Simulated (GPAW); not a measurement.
## Sb (buckled honeycomb monolayer): dielectric function and energy loss

What do local fields and a kernel do to the response of Sb (buckled honeycomb monolayer)?

Calculated with GPAW 26.7.0; LDA and many-body steps on it, plane waves.

Report form: inputs, costs, results and the conclusion, without the logs.

## Step 1: Starting point

The cell holds 2 atoms: 2 Sb. Its edges and angles: a = 3.989 Å, b = 3.989 Å, c = 12.500 Å, α = 90.0°, β = 90.0°, γ = 120.0°. Vacuum lies along c.

Structure file:

```cif
data_structure
_symmetry_space_group_name_H-M 'P 1'
_symmetry_Int_Tables_number 1
_cell_length_a 3.9887
_cell_length_b 3.9887
_cell_length_c 12.5000
_cell_angle_alpha 90.000
_cell_angle_beta 90.000
_cell_angle_gamma 120.000
_cell_volume 172.23
loop_
_atom_site_label
_atom_site_type_symbol
_atom_site_fract_x
_atom_site_fract_y
_atom_site_fract_z
_atom_site_occupancy
Sb1 Sb 0.33333 0.66667 0.43488 1
Sb2 Sb 0.66667 0.33333 0.56512 1
```

The structure was relaxed with LDA. The runs that relaxed it are not among those shown.

## Step 2: Empty states on the mesh, 12×12×1 mesh, 85 bands

This step: GPAW 26.7.0; DFT, LDA, plane waves, PAW.

The sums over transitions need many empty states on a uniform mesh; this step solves for them.

Input file run.py:

```python
import json
import numpy as np
from gpaw.mpi import world
from gpaw import GPAW

calc = GPAW('gs.gpw').fixed_density(kpts={'size': (12, 12, 1), 'gamma': True},
    nbands=99,
    convergence={'bands': 85},
    txt='nscf.txt')
calc.write('full.gpw', mode='all')
res = {}
kpts = calc.get_ibz_k_points()
res['kpts'] = kpts
res['eigenvalues'] = [calc.get_eigenvalues(kpt=k) for k in range(len(kpts))]
res['n_electrons'] = calc.get_number_of_electrons()

if world.rank == 0:
    with open('result.json', 'w') as f:
        json.dump(res, f, default=lambda x: x.tolist())
```

Command:

```console
> mpirun -n 4 gpaw python run.py
```

Wall time 49 s (4 MPI ranks of Arm Neoverse V1, shared host); peak memory 0.91 GiB.

This step gave:

| Item | Value |
| --- | --- |
| gap | 1.070 eV |
| k of the valence top | 0, 0, 0 |
| k of the conduction bottom | 0.3333, 0, 0 |
| least direct gap | 1.710 eV |
| k points computed | 19 |
| lowest point of the top converged band, above the valence top | 30.23 eV |

On this mesh the gap is 1.070 eV.

## Step 3: RPA response

The response function is computed on a frequency grid, with local fields up to the given cutoff.

This step: linear response, RPA, on LDA, plane waves, PAW.

Input file run.py:

```python
import json
import numpy as np
from gpaw.mpi import world
from gpaw.response.df import DielectricFunction

df = DielectricFunction('full.gpw',
    ecut=50,
    nbands=85,
    eta=0.2,
    frequencies={'type': 'nonlinear', 'domega0': 0.05, 'omega2': 10.0},
    intraband=False,
    truncation='2D',
    txt='df.txt')
res = {'optical': {}, 'eels': []}
for d in 'x':
    y0, y = df.get_polarizability(direction=d, xc='RPA', filename=None)
    res['optical'][d] = [y0.real, y0.imag, y.real, y.imag]
res['w'] = df.get_frequencies()
for q_c in [[0.0833333333, 0, 0], [0.25, 0, 0], [0.5, 0, 0], [0.75, 0, 0], [1.25, 0, 0]]:
    res['eels'].append(df.get_eels_spectrum(q_c=q_c, xc='RPA', filename=None))

if world.rank == 0:
    with open('result.json', 'w') as f:
        json.dump(res, f, default=lambda x: x.tolist())
```

Command:

```console
> mpirun -n 4 gpaw python run.py
```

Run time: 57 s. Hardware: 4 MPI ranks; peak memory 2.2 GiB; 3.8 min of CPU time.

Read from the output:

```yaml
static_polarisability_of_the_sheet_a: 5.747
the_same_without_local_fields: 6.642
```

The static value is 5.75.

The Im polarisability of the sheet has structure finer than the step of the table below, so its rows give means over 2 eV. Peaks (eV: height): xx, no local fields 2.4: 13.3, 3.0: 11.0; xx, local fields 2.4: 11.3, 3.2: 9.05.

RPA, broadening 0.2 eV. The Im polarisability of the sheet by photon energy; means over each step:

| photon energy (eV) | xx, no local fields (Å) | xx, local fields (Å) |
| --- | --- | --- |
| 2 | 6.43 | 5.26 |
| 4 | 6.16 | 5.44 |
| 6 | 1.67 | 1.94 |
| 8 | 0.787 | 0.733 |
| 10 | 0.455 | 0.422 |
| 12 | 0.216 | 0.214 |
| 14 | 0.153 | 0.166 |
| 16 | 0.0679 | 0.111 |
| 18 | 0.0443 | 0.0611 |
| 20 | 0.0374 | 0.0498 |
| 22 | 0.0263 | 0.0382 |
| 24 | 0.0185 | 0.0261 |
| 26 | 0.0148 | 0.0189 |
| 28 | 0.0145 | 0.0149 |
| 30 | 0.0587 | 0.0475 |
| 32 | 0.0810 | 0.0932 |
| 34 | 0.0195 | 0.0289 |
| 36 | 0.0244 | 0.0273 |
| 38 | 0.0267 | 0.0292 |

## Step 4: RPA response, local-field cutoff (12×12×1 mesh, 85 bands, screening to 5 eV, broadening 0.2 eV)

Edit run.py of step 3 so:

```diff
@@ -6,3 +6,3 @@
 df = DielectricFunction('full.gpw',
-    ecut=50,
+    ecut=5,
     nbands=85,
@@ -18,3 +18,3 @@
 res['w'] = df.get_frequencies()
-for q_c in [[0.0833333333, 0, 0], [0.25, 0, 0], [0.5, 0, 0], [0.75, 0, 0], [1.25, 0, 0]]:
+for q_c in [[0.5, 0, 0]]:
     res['eels'].append(df.get_eels_spectrum(q_c=q_c, xc='RPA', filename=None))
```

Command:

```console
> mpirun -n 4 gpaw python run.py
```

Elapsed: 12 s, on 4 MPI ranks; peak memory 1 GiB; 49 s of CPU time.

Numbers from this step:

* static polarisability of the sheet (Å): 6.642
* the same without local fields: 6.642

The static value is 6.64.

## Step 5: RPA response, fewer bands (12×12×1 mesh, 17 bands, screening to 50 eV, broadening 0.2 eV)

Edit run.py of step 4 so:

```diff
@@ -6,4 +6,4 @@
 df = DielectricFunction('full.gpw',
-    ecut=5,
-    nbands=85,
+    ecut=50,
+    nbands=17,
     eta=0.2,
@@ -18,3 +18,3 @@
 res['w'] = df.get_frequencies()
-for q_c in [[0.5, 0, 0]]:
+for q_c in []:
     res['eels'].append(df.get_eels_spectrum(q_c=q_c, xc='RPA', filename=None))
```

Command:

```console
> mpirun -n 4 gpaw python run.py
```

Elapsed: 4.8 s, on 4 MPI ranks; peak memory 1.3 GiB.

Read from the output:

| Quantity | Value |
| --- | --- |
| static polarisability of the sheet (Å) | 5.230 |
| the same without local fields | 5.881 |

## Step 6: RPA response, scissors (12×12×1 mesh, 85 bands, screening to 50 eV, broadening 0.2 eV)

Edit run.py of step 5 so:

```diff
@@ -7,3 +7,3 @@
     ecut=50,
-    nbands=17,
+    nbands=85,
     eta=0.2,
@@ -12,2 +12,3 @@
     truncation='2D',
+    eshift=1.0,
     txt='df.txt')
```

Command:

```console
> mpirun -n 4 gpaw python run.py
```

Wall time 9.9 s (4 MPI ranks); peak memory 2.1 GiB.

Numbers from this step:

```
static polarisability of the sheet (Å) : 4.357
the same without local fields          : 4.949
```

The static value is 4.36.

## Step 7: RPA response, unknown integration mode (12×12×1 mesh, 85 bands, screening to 30 eV, broadening 0.2 eV)

Edit run.py of step 6 so:

```diff
@@ -6,3 +6,3 @@
 df = DielectricFunction('full.gpw',
-    ecut=50,
+    ecut=30,
     nbands=85,
@@ -12,3 +12,3 @@
     truncation='2D',
-    eshift=1.0,
+    integrationmode='gaussian',
     txt='df.txt')
```

Command:

```console
> mpirun -n 4 gpaw python run.py
```

Run time: 12 s. Hardware: 4 MPI ranks; peak memory 0.6 GiB; 7 s of CPU time.

The run stopped with an error after 12 s.

The program's words: ValueError: Integration mode "gaussian" not implemented.

The fault put into this input: unknown integration mode.

## Step 8: The runs together

Times are wall times on 4 MPI ranks of Arm Neoverse V1, shared host, good to a factor of about two.

| run | static polarisability (Å) | without local fields | loss peak (eV) | time |
| --- | --- | --- | --- | --- |
| RPA response | 5.75 | 6.64 | - | 57 s |
| RPA response, local-field cutoff (12×12×1 mesh, 85 bands, screening to 5 eV, broadening 0.2 eV) | 6.64 | 6.64 | - | 12 s |
| RPA response, fewer bands (12×12×1 mesh, 17 bands, screening to 50 eV, broadening 0.2 eV) | 5.23 | 5.88 | - | 4.8 s |
| RPA response, scissors (12×12×1 mesh, 85 bands, screening to 50 eV, broadening 0.2 eV) | 4.36 | 4.95 | - | 9.9 s |

## Step 9: Results

* RPA response: static polarisability (Å) 5.75
* RPA response, local-field cutoff (12×12×1 mesh, 85 bands, screening to 5 eV, broadening 0.2 eV): static polarisability (Å) 6.64
* RPA response, fewer bands (12×12×1 mesh, 17 bands, screening to 50 eV, broadening 0.2 eV): static polarisability (Å) 5.23
* RPA response, scissors (12×12×1 mesh, 85 bands, screening to 50 eV, broadening 0.2 eV): static polarisability (Å) 4.36

In the optical limit the electronic static polarisability (Å) is 5.75, against 6.64 without local fields. RPA response, local-field cutoff (12×12×1 mesh, 85 bands, screening to 5 eV, broadening 0.2 eV): static polarisability (Å) = 6.64. RPA response, fewer bands (12×12×1 mesh, 17 bands, screening to 50 eV, broadening 0.2 eV): static polarisability (Å) = 5.23. RPA response, scissors (12×12×1 mesh, 85 bands, screening to 50 eV, broadening 0.2 eV): static polarisability (Å) = 4.36. ε(0) converges slowly with a Γ-centred mesh, and this one is not shown settled. Unless a shift is named, the levels are those of the density functional, and only a kernel with a long-range part can bind an exciton.

[Long decimals in the printed logs are rounded to 6 places.]

[Logs are printed without paths, hosts, clocks, repeated set-up lines and the standing remarks that a program may print on its own settings, such as how far it seeks lower states.]

[Paths, hosts, dates, memory and timing lines, banners, echoed tables and standing remarks are left out of the program output; an Ansatz launch command may be rebuilt from the run's recorded settings. Measured values are a selection of at most five: reports struck by readers or far from the other reports are left out. None is set beside runs whose start may be inverted or whose files or cutoffs have a known fault.]

[Runs of the session that timed out or met a known fault of the program may be left out.]

[Hosts, paths, dates, database ids (printed as entryN), source tags and the programs' standing remarks are cut or masked in the printed files.]

[Where the starting crystal was built by hand or by swapping elements, it need not be the compound's stable phase.]
